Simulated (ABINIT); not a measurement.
Planning a run of ABINIT 10.8.3 on SiC (Moissanite). The input:

```
acell 3*1.0 Angstrom
rprim 
  3.081000000023 -0.000000000005 0.000000000000
  -1.540500000007 2.668224269083 0.000000000000
  0.000000000000 0.000000000000 15.124800000000
ntypat 2
znucl 14 6
natom 12
typat 1 1 1 1 1 1 2 2 2 2 2 2
xred 
  0.000000000000 0.000000000000 0.000000000000
  0.000000000000 0.000000000000 0.500000000000
  0.333333333333 0.666666666667 0.166400000000
  0.666666666667 0.333333333333 0.666400000000
  0.666666666667 0.333333333333 0.332900000000
  0.333333333333 0.666666666667 0.832900000000
  0.333333333333 0.666666666667 0.041200000000
  0.666666666667 0.333333333333 0.541200000000
  0.666666666667 0.333333333333 0.208000000000
  0.333333333333 0.666666666667 0.708000000000
  0.000000000000 0.000000000000 0.374600000000
  0.000000000000 0.000000000000 0.874600000000
pp_dirpath "pseudos"
pseudos "Si.upf, C.upf"
ecut 37
ngkpt 3 3 1
nshiftk 1
shiftk 0 0 0
kptopt 1
chksymbreak 0
istwfk *1
occopt 1
irdwfk 1
optdriver 3
nband 142
ecuteps 4
inclvkb 2
awtr 1
symchi 1
indata_prefix "in"
outdata_prefix "out"
tmpdata_prefix "tmp"
```

```sh
OMP_NUM_THREADS=1 mpirun -n 8 abinit run.abi > log
```

Question: Estimate wall time and host memory on 8 MPI ranks of Arm Neoverse V1, shared host.

It took 22 s; on shared hardware allow 11 s to 43 s. Peak host memory was 2.2 GiB.

[Paths, hosts, dates, memory and timing lines, banners, echoed tables and standing remarks are left out of the program output.]

[Logs are printed without paths, hosts, clocks, repeated set-up lines and the standing remarks that a program may print on its own settings, such as how far it seeks lower states.]

[Runs of the session that timed out or met a known fault of the program may be left out.]

[Hosts, paths, dates, database ids (printed as entryN), source tags and the programs' standing remarks are cut or masked in the printed files.]

[G0W0 gaps are taken among the corrected bands and points alone; a level outside them can change the order at an edge.]

[Where Ansatz stands beside ABINIT at settings called matched, ABINIT's density can come from a denser mesh and the files from another edition; pairs whose starting gaps differed by over 0.03 eV were left out, so agreement reads better than it is.]
